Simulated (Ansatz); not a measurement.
# W2C(OH)2 MXene monolayer in a perpendicular field, part 2 of 2

What dipole does a perpendicular field induce in the W2C(OH)2 MXene monolayer? A positive field points along +c.

Ansatz 0.2.0; plane-wave DFT, PBE-D3(BJ), Ansatz PAW (set soft_1); PAW set soft_1.

So far. Step 2 (Relaxation): The lattice constant a goes from 3.125 to 2.886 Å.

## (3) Atoms held, field 0

A sawtooth potential applies the field, turning back in the middle of the vacuum. With the dipole correction the typed value is the field outside the slab. The induced dipole is small, so the SCF threshold is tight.

The cell differs from the one that the last finished run ended in (c 44.244 → 25.662 Å).

Contents of input.yaml:

```yaml
crystal:
  lattice:
    - [2.8855705472, 0.0, 0.0]
    - [-1.4427852736, 2.4989773982, 0.0]
    - [0.0, 0.0, 25.661820624]
  atoms:
    - { symbol: H, position: [0.3333333333, 0.6666666667, 0.3507155682] }
    - { symbol: O, position: [0.3333333333, 0.6666666667, 0.3891236058] }
    - { symbol: W, position: [0.6666666667, 0.3333333333, 0.4470215724] }
    - { symbol: C, position: [0.0, 0.0, 0.5] }
    - { symbol: W, position: [0.3333333333, 0.6666666667, 0.5529784276] }
    - { symbol: O, position: [0.6666666667, 0.3333333333, 0.6108763942] }
    - { symbol: H, position: [0.6666666667, 0.3333333333, 0.6492844318] }
kpoints:
  mp_grid: { grid: [18, 18, 1] }
  band_path:
    path: [[0, 0, 0], [0.5, 0, 0], [0.33333333, 0.33333333, 0], [0, 0, 0]]
    npoints: 16
hamiltonian:
  xc: pbe
  dispersion: d3bj
  pseudopotentials: { kind: paw, azcp: { folder: soft_1 } }
scf:
  occupations: { method: fermi_dirac, width: 0.02585 }
  convergence: { dr2_threshold: 1.0e-10 }
efield:
  axis: 3
  dipole_correction: true
  ramp_position: 0.97
  ramp_width: 0.06
  amplitude: 0
output:
  dos: { projected: true, e_range: [-6, 5] }
  write_potential: true
  write_density: true
  volumetric_format: npy
  elf: true
```

Launch:

```sh
ansatz run input.yaml --threads 2 --pin off --max-ram 3072MiB --backend cpu --events-out ev --progress --plain --runs-dir out
```

Numbers of over 12 decimals in the logs are rounded to 6 here.

Log:

```text
[...]
Crystal: 7 atoms, lattice volume = 185.047 Å³
Basis set: ecut = 420 eV, 3613 PW (Γ)
Bands: 30, of which v1, the nominal top of the filled ones, is band 23 counted from 1 (22 counted from 0)
Symmetry: 6 space group operations
k-points: 37 of 324 (time reversal used)
[...]
SCF iter   1: F=—  HF=-22193.877442 eV  |F-HF|=—  |Δ(HF+E_count)|=         —  Δρ=8.89e-2  dr2=2.25e1  ethr=3.10e-3  p=-0.000 e·Å  D=-1.37e-14 V/Å  ΔV_dip=0.00 eV  dr2_dipole=1.15e-7  V_vac-E_F(+/−)=6.28/6.28 eV  ⟨swp⟩=8.3  Hψ=5659  notcnv=0
efield: sawtooth ramp at fractional position 0.9700 (set: `efield.ramp_position`, or a place that a band, a saddle search or an elastic batch's reference lends), width 0.0600; the density the first Hamiltonian is built on has a dipole p = -0.000 e·Å; the dipole correction subtracts the counter field D = -1.37e-14 V/Å, which shifts the + side's vacuum level by +0.00 eV against the − side's; the planar-averaged density in the ramp window peaks in size at 6.6e-7 e/Å³
[...]
SCF iter   2: F=—  HF=-22191.793660 eV  |F-HF|=—  |Δ(HF+E_count)|=    2.08e0  Δρ=6.52e-2  dr2=8.96e1  ethr=3.10e-3  p=-0.000 e·Å  D=-3.54e-5 V/Å  ΔV_dip=0.00 eV  dr2_dipole=1.29e-5  V_vac-E_F(+/−)=-0.52/-0.52 eV  ⟨swp⟩=5.6  Hψ=3429  notcnv=0  defer=59  recentre
[...]
SCF iter  17: F=-22188.353172 eV  HF=-22188.353172 eV  |F-HF|=7.28e-12  |Δ(HF+E_count)|=  6.91e-11  Δρ=3.91e-8  dr2=4.44e-12  ethr=1.00e-12  p=-0.000 e·Å  D=-5.47e-8 V/Å  ΔV_dip=0.00 eV  dr2_dipole=3.16e-15  V_vac-E_F(+/−)=2.50/2.50 eV  ⟨swp⟩=11.2  Hψ=3861  notcnv=0
SCF 1 converged in 17 iterations: F = -22188.353172 eV  dr2 = 4.44e-12
[...]
NSCF: frozen V_eff on 49 k-points
efield: sawtooth ramp at fractional position 0.9700 (kept from the solve that this one continues, or follows in the run), width 0.0600; the density the first Hamiltonian is built on has a dipole p = -0.000 e·Å; the dipole correction subtracts the counter field D = -5.47e-8 V/Å, which shifts the + side's vacuum level by +0.00 eV against the − side's; the planar-averaged density in the ramp window peaks in size at 1.8e-6 e/Å³
WARN: The output density's exchange-correlation potential varies sharply where the density is thin. Do not read a vacuum level from v_tot or v_xc, or from such a field of the output density. On a cell that repeats whose density bears no net charge and no dipole along the vacuum's axis use v_es (v_loc + v_h of the components); under efield.dipole_correction with no amplitude use v_es + v_field, which holds any externa [...]
SCF converged after 17 iterations
Free energy (F): -22188.353172 eV
[...]
Internal energy: -22188.344364 eV  (E = F + TS)
E sigma→0 (E₀):  -22188.348768 eV
Entropy (-TS):   -0.008808 eV (-1.258 meV/atom)
Fermi energy:    3.723182 eV
Dipole field:    D = 0.000000 V/Å  (p = 0.000000 e·Å, saw-weighted, corrected)
Work function:   Φ+ = 2.5035 eV   Φ− = 2.5035 eV
Levels:          The Fermi level and band energies are counted from a zero that moves with the ramp; work functions are not
[...]
--- Band table (eV; the first three rows and the last of 37) ---
  k-point 0: bands = [... 19 lower, 0.4970, 0.4970, 2.2674, 2.2674, 3.6844, 3.6865, 4.0398, 4.1069, ... 3 higher]
  k-point 1: bands = [... 19 lower, 0.3078, 0.4321, 2.1357, 2.3544, 3.6416, 3.7522, 4.0318, 4.0702, ... 3 higher]
  k-point 2: bands = [... 19 lower, 0.1139, 0.2787, 1.8216, 2.6081, 3.4462, 3.7731, 4.1428, 4.1915, ... 3 higher]
  k-point 36: bands = [... 19 lower, -2.2155, 2.6627, 3.4940, 3.4940, 3.8952, 5.1194, 5.1194, 6.9320, ... 3 higher]
```

Run time: 25 s. Hardware: 2 threads of Arm Neoverse V1, shared host; peak memory 0.52 GiB; 50 s of CPU time.

The column dr2 measures how far the density is from self-consistency, as an energy; F and HF (Harris–Foulkes) agree once it is small.

This step gave:

```yaml
energy_at_zero_smearing: -22188.3488 eV
work_function_upper_face: 2.504 eV
dipole_along_the_normal: 2.45e-8 e·Å
```

Running mean over a fixed 2.7 Å (it still follows the layers) of the planar mean; the ramp of the sawtooth is left out. Table of electron's electrostatic potential energy less the Fermi level by z:

z (Å), electron's electrostatic potential energy less the Fermi level (eV) and a bar from the least value:
```
        3        2.5 ##############################
        4        2.5 ##############################
        5        2.5 ##############################
        6        2.4 ##############################
        7        2.1 #############################
        8        0.9 ###########################
        9       -1.9 ######################
       10       -7.1 ############
       11      -12.2 ##
       12      -13.3 
       13      -13.3 
       14      -13.0 #
       15      -11.1 ####
       16       -4.8 ################
       17       -0.8 ########################
       18        1.4 ############################
       19        2.3 ##############################
       20        2.4 ##############################
       21        2.5 ##############################
       22        2.5 ##############################
```

The density of states has structure finer than the step of the table below, so its rows give means over 0.2 eV, whole bins alone (the curve runs from -6 to 0.56 eV). Peaks (eV: height): -5.75: 10.2, -5.50: 8.12, -3.63: 3.74, -1.34: 3.62, 0.07: 7.58, 0.31: 4.36, 0.53: 4.69.

The density of states by energy, zero at the Fermi level; means over each step:

energy (eV), density of states (states/eV a cell) and a bar:
```
     -5.8        8.0 ##############################
     -5.6        6.5 ########################
     -5.4        4.0 ##############
     -5.2        1.4 ###
     -5.0        1.5 ###
     -4.8        1.0 ##
     -4.6        0.9 #
     -4.4        0.7 #
     -4.2        0.8 #
     -4.0        0.6 
     -3.8        0.8 #
     -3.6        2.7 ########
     -3.4        2.2 #######
     -3.2        1.2 ###
     -3.0        0.9 #
     -2.8        0.7 
     -2.6        0.7 
     -2.4        0.6 
     -2.2        1.4 ###
     -2.0        1.4 ###
     -1.8        1.1 ##
     -1.6        0.9 #
     -1.4        2.6 ########
     -1.2        2.0 ######
     -1.0        2.2 #######
     -0.8        2.6 ########
     -0.6        1.6 ####
     -0.4        1.2 ##
     -0.2        2.4 #######
      0.0        4.4 ################
      0.2        2.8 #########
      0.4        3.4 ###########
```

Projected DOS per atom over height of the atomic layer and energy from the Fermi level. Layers: H O W C W O H from below.

Ten even steps from '_' (0.00 states/eV) to '@' (1.91 states/eV), each cell a mean:
```
____++..++____
__..##..##..__
____==__==____
____::__::____
____==__==____
____==__==____
____==..==____
____::__::____
____::__::____
____::__::____
____..__..____
____..__..____
____......____
__..------..__
____..::..____
____..__..____
____..__..____
____......____
____::..::____
__::::..::::__
__@@------@@__
__@@++**++@@__
```
Columns: height of the atomic layer (Å) from 9 to 16.7 (not evenly spaced); rows upwards: energy from the Fermi level (eV) from -5.96 to 0.52.

The electronic bands at the labelled points (eV, zero at the Fermi level):

```csv
point,band 20,band 21,band 22,band 23,band 24,band 25,band 26,band 27
Γ,-3.23,-3.23,-1.46,-1.46,-0.04,-0.04,0.32,0.38
halfway,-3.88,-3.73,-1.74,-0.49,-0.16,0.20,1.14,1.47
M,-5.03,-3.71,-1.48,1.87,2.15,2.82,2.82,2.95
halfway,-5.81,-2.81,-0.94,0.84,1.23,1.72,2.04,3.18
K,-5.94,-1.06,-0.23,-0.23,0.17,1.40,1.40,3.21
halfway,-4.84,-2.48,-2.45,-0.96,0.13,0.92,1.28,1.52
Γ,-3.23,-3.23,-1.46,-1.46,-0.04,-0.04,0.32,0.38
```

Electrostatic potential energy in the ca plane at fractional y = 0.333, with atoms of W and O and H within 0.2 Å of it. With pseudopotentials it is smooth inside the atoms' cores, unlike the true potential.

Ten even steps from '0' (-41 eV) to '9' (6 eV), each cell a mean:
```
99999999999999999999985212589987788668999999
99999999999999999999972000279998885113468999
99999999999999999999972000169999983001048999
99999999999999999999973000379998885215579999
99999999999999999999986323689887778779999999
99999999999999999999998777888864468999999999
99999999999999999999999888888753368999999999
99999999999999999999998767888865568999999999
```
Columns run along c (16.0 Å, from fractional 0.11 to 0.73 of the cell; values clipped at the 3rd and 97th percentile), rows up along a (2.9 Å). Atoms in or near the plane, at fractional coordinates: W at (0.45, 0.67), O at (0.61, 0.67), H at (0.65, 0.67).

ELF in the ca plane at fractional y = 0.333, with atoms of W and O and H within 0.2 Å of it. It is the smooth field of the valence electrons, not physical close to the nuclei.

Values, 5 rows by 16 columns, each cell a mean:
```
0.00 0.03 0.09 0.08 0.04 0.12 0.24 0.59 0.33 0.28 0.24 0.72 0.67 0.29 0.11 0.08
0.00 0.03 0.08 0.08 0.02 0.03 0.34 0.42 0.38 0.21 0.32 0.56 0.89 0.52 0.11 0.09
0.00 0.03 0.09 0.08 0.04 0.12 0.24 0.59 0.33 0.27 0.24 0.73 0.67 0.29 0.11 0.08
0.00 0.03 0.09 0.09 0.13 0.42 0.42 0.28 0.53 0.39 0.32 0.23 0.12 0.05 0.09 0.08
0.00 0.03 0.09 0.09 0.13 0.42 0.42 0.28 0.53 0.39 0.32 0.23 0.12 0.05 0.09 0.08
```
Columns run along c (16.0 Å, from fractional 0.16 to 0.79 of the cell), rows up along a (2.9 Å). Atoms in or near the plane, at fractional coordinates: W at (0.45, 0.67), O at (0.61, 0.67), H at (0.65, 0.67).

Valence density in the ca plane at fractional y = 0.333, with atoms of W and O and H within 0.2 Å of it. It is the smooth field of the valence electrons, not physical close to the nuclei.

Ten steps, logarithmic in the rise over the least value, from '0' (0.0 e/Å³) to '9' (7.0 e/Å³), each cell a mean:
```
00112335787543344445664321000000000000000000
00011247999643333346997642000000000000000000
00001247999743233347998752000000000000000000
00011247898643333346887531000000000000000000
00112334676544344444554310000000000000000000
01123443444444455543322100000000000000000000
01134443334445556643211000000000000000000000
00123433444444445543332100000000000000000000
```
Columns run along c (16.0 Å, from fractional 0.32 to 0.94 of the cell), rows up along a (2.9 Å). Atoms in or near the plane, at fractional coordinates: W at (0.45, 0.67), O at (0.61, 0.67), H at (0.65, 0.67).

The work function of the upper face is 2.50 eV.

## (4) Atoms held, field 0.1 V/Å

Edit input.yaml of step 3 so:

```diff
@@ -28,7 +28,6 @@
   dipole_correction: true
-  ramp_position: 0.97
-  ramp_width: 0.06
-  amplitude: 0
+  ramp_position: 0.9225
+  ramp_width: 0.1551
+  amplitude: 0.1
 output:
-  dos: { projected: true, e_range: [-6, 5] }
   write_potential: true
@@ -36,2 +35 @@
   volumetric_format: npy
-  elf: true
```

Log:

```text
[...]
Crystal: 7 atoms, lattice volume = 185.047 Å³
Basis set: ecut = 420 eV, 3613 PW (Γ)
Bands: 30, of which v1, the nominal top of the filled ones, is band 23 counted from 1 (22 counted from 0)
Symmetry: 6 space group operations
k-points: 37 of 324 (time reversal used)
[...]
k-point 0: bands = [... 19 lower, 0.4943, 0.4943, 2.2648, 2.2648, 3.6616, 3.7031, 4.0374, 4.1044, ... 3 higher]
  k-point 1: bands = [... 19 lower, 0.3051, 0.4294, 2.1331, 2.3519, 3.6361, 3.7514, 4.0292, 4.0677, ... 3 higher]
  k-point 2: bands = [... 19 lower, 0.1113, 0.2761, 1.8190, 2.6056, 3.4435, 3.7703, 4.1376, 4.1889, ... 3 higher]
  k-point 36: bands = [... 19 lower, -2.2180, 2.6601, 3.4898, 3.4931, 3.8925, 5.1159, 5.1178, 6.9263, ... 3 higher]
[key lines of the parts left out:]
SCF converged after 19 iterations
Free energy (F): -22188.355773 eV
Fermi energy:    3.720752 eV
Dipole field:    D = 0.050874 V/Å  (p = 0.052026 e·Å, saw-weighted, corrected)
```

Run time: 27 s. Hardware: 2 threads; peak memory 0.49 GiB; 53 s of CPU time.

The dipole is 0.0520 e·Å.

## (5) Atoms held, field -0.1 V/Å

Edit input.yaml of step 4 so:

```diff
@@ -30,3 +30,3 @@
   ramp_width: 0.1551
-  amplitude: 0.1
+  amplitude: -0.1
 output:
```

Log:

```text
[...]
Crystal: 7 atoms, lattice volume = 185.047 Å³
Basis set: ecut = 420 eV, 3613 PW (Γ)
Bands: 30, of which v1, the nominal top of the filled ones, is band 23 counted from 1 (22 counted from 0)
Symmetry: 6 space group operations
k-points: 37 of 324 (time reversal used)
[...]
k-point 0: bands = [... 19 lower, 0.4944, 0.4944, 2.2650, 2.2650, 3.6617, 3.7032, 4.0375, 4.1045, ... 3 higher]
  k-point 1: bands = [... 19 lower, 0.3052, 0.4296, 2.1332, 2.3520, 3.6363, 3.7515, 4.0294, 4.0678, ... 3 higher]
  k-point 2: bands = [... 19 lower, 0.1114, 0.2762, 1.8192, 2.6057, 3.4436, 3.7705, 4.1377, 4.1891, ... 3 higher]
  k-point 36: bands = [... 19 lower, -2.2179, 2.6602, 3.4899, 3.4933, 3.8927, 5.1160, 5.1179, 6.9264, ... 3 higher]
[key lines of the parts left out:]
SCF converged after 19 iterations
Free energy (F): -22188.355774 eV
Fermi energy:    3.720878 eV
Dipole field:    D = -0.050874 V/Å  (p = -0.052026 e·Å, saw-weighted, corrected)
```

Wall time 27 s (2 threads); peak memory 0.49 GiB.

The dipole is -0.0520 e·Å.

## (6) Response, atoms held

This step: plane-wave DFT, PBE-D3(BJ), Ansatz PAW (set soft_1); response to a field along the normal, atoms held; PAW set soft_1 (Ansatz 0.2.0).

The dipoles give the slope, and the difference of two potentials shows where the field is screened.

Numbers from this step:

```
equivalent conductor thickness p/(ε₀AE) : 13.06 Å
distance between the outer atoms        : 7.662 Å
```

Table of dipole of the cell by applied field:

```csv
applied field (V/Å),dipole of the cell (e·Å)
-0.1000,-0.0520
0.0000,0
0.1000,0.0520
```

Local field over the applied field, running mean. From the potentials at -0.1 and 0.1 V/Å; running mean over 2.5 Å. Table of local field over applied field by z:

z (Å), local field over applied field and a bar from the least value:
```
      4.5      0.955 ##############################
      5.0      0.920 #############################
      5.5      0.861 ###########################
      6.0      0.766 #########################
      6.5      0.626 #####################
      7.0      0.443 ################
      7.5      0.236 ##########
      8.0      0.053 ######
      8.5     -0.076 ##
      9.0     -0.146 
      9.5     -0.158 
     10.0     -0.134 #
     10.5     -0.092 ##
     11.0     -0.059 ###
     11.5     -0.035 ###
     12.0     -0.014 ####
     12.5      0.008 ####
     13.0      0.012 #####
     13.5     -0.006 ####
     14.0     -0.029 ###
     14.5     -0.050 ###
     15.0     -0.081 ##
     15.5     -0.120 #
     16.0     -0.154 
     16.5     -0.154 
     17.0     -0.106 #
     17.5      0.006 ####
     18.0      0.172 #########
     18.5      0.377 ##############
     19.0      0.572 ###################
     19.5      0.726 ########################
     20.0      0.834 ##########################
     20.5      0.904 ############################
     21.0      0.946 #############################
     21.5      0.970 ##############################
```

The induced electron density oscillates, so the rows of the table below give means over windows of 0.5 Å about each position, cut where the curve ends. Its maxima inside the range that stand out by 2 % of the span (Å: e/Å³ per V/Å): 7.70: 0.00307, 9.69: 3.0e-4, 10.55: 9.5e-4, 11.98: 6.0e-5, 13.12: 1.1e-4, 14.40: 0.00119, 15.68: 0.00157, 16.54: 0.00136. Its minima: 9.12: -0.00136, 9.98: -0.00157, 11.26: -0.00119, 12.55: -1.1e-4, 13.69: -6.0e-5, 15.11: -9.5e-4, 15.97: -3.0e-4, 17.96: -0.00307.

Electrons, planar mean, per unit field. Table of induced electron density by z; means over each step:

z (Å), induced electron density (e/Å³ per V/Å) and a bar from the least value:
```
      4.5    0.00022 ################
      5.0    0.00039 #################
      5.5    0.00067 ##################
      6.0    0.00111 #####################
      6.5    0.00176 ########################
      7.0    0.00248 ###########################
      7.5    0.00298 ##############################
      8.0    0.00280 #############################
      8.5    0.00127 #####################
      9.0   -0.00094 ##########
      9.5   -0.00035 #############
     10.0   -0.00092 ###########
     10.5    0.00058 ##################
     11.0   -0.00059 ############
     11.5   -0.00079 ###########
     12.0   -0.00002 ###############
     12.5   -0.00008 ###############
     13.0    0.00006 ###############
     13.5    0.00000 ###############
     14.0    0.00046 #################
     14.5    0.00094 ####################
     15.0   -0.00050 #############
     15.5    0.00066 ##################
     16.0    0.00023 ################
     16.5    0.00110 #####################
     17.0   -0.00046 #############
     17.5   -0.00250 ###
     18.0   -0.00303 
     18.5   -0.00269 ##
     19.0   -0.00200 #####
     19.5   -0.00129 #########
     20.0   -0.00079 ###########
     20.5   -0.00046 #############
     21.0   -0.00027 ##############
     21.5   -0.00017 ##############
```

By hand: between -0.1 and 0.1 V/Å the dipole changes by 0.1041 e·Å, a slope of 0.5203 e·Å²/V. A perfect conductor of thickness t has p = ε₀AEt, so t = 180.95 × 0.5203 / 7.211 = 13.06 Å (e/ε₀ = 180.95 V·Å, A in Å²).

The induced dipole is that of a conductor 13.06 Å thick.

## (7) What came out

```
gap without field                          : none
work function, upper face                  : 2.50 eV
equivalent conductor thickness, atoms held : 13.1 Å
```

**Reading.** The induced dipole equals that of a perfect conductor 13.06 Å thick, while the outer atoms lie 7.66 Å apart. There is no gap over 0.03 eV, with or without the field. The main runs have no spin polarisation; a magnetic state could lie lower and would change these results. Spin-orbit coupling is left out, which matters for the bands of elements this heavy. The MXene's terminations sit over the metal atoms of its far layer; the site over carbon or nitrogen, which some compounds prefer, was not run.

[Logs are printed without paths, hosts, clocks, repeated set-up lines and the standing remarks that a program may print on its own settings, such as how far it seeks lower states.]

[Hosts, paths, dates, database ids (printed as entryN), source tags and the programs' standing remarks are cut or masked in the printed files.]

[Maps of the electrostatic potential energy from Ansatz leave out the sawtooth potential of an applied field or a dipole correction, so their vacuum need not be flat; planar profiles and work functions include it.]
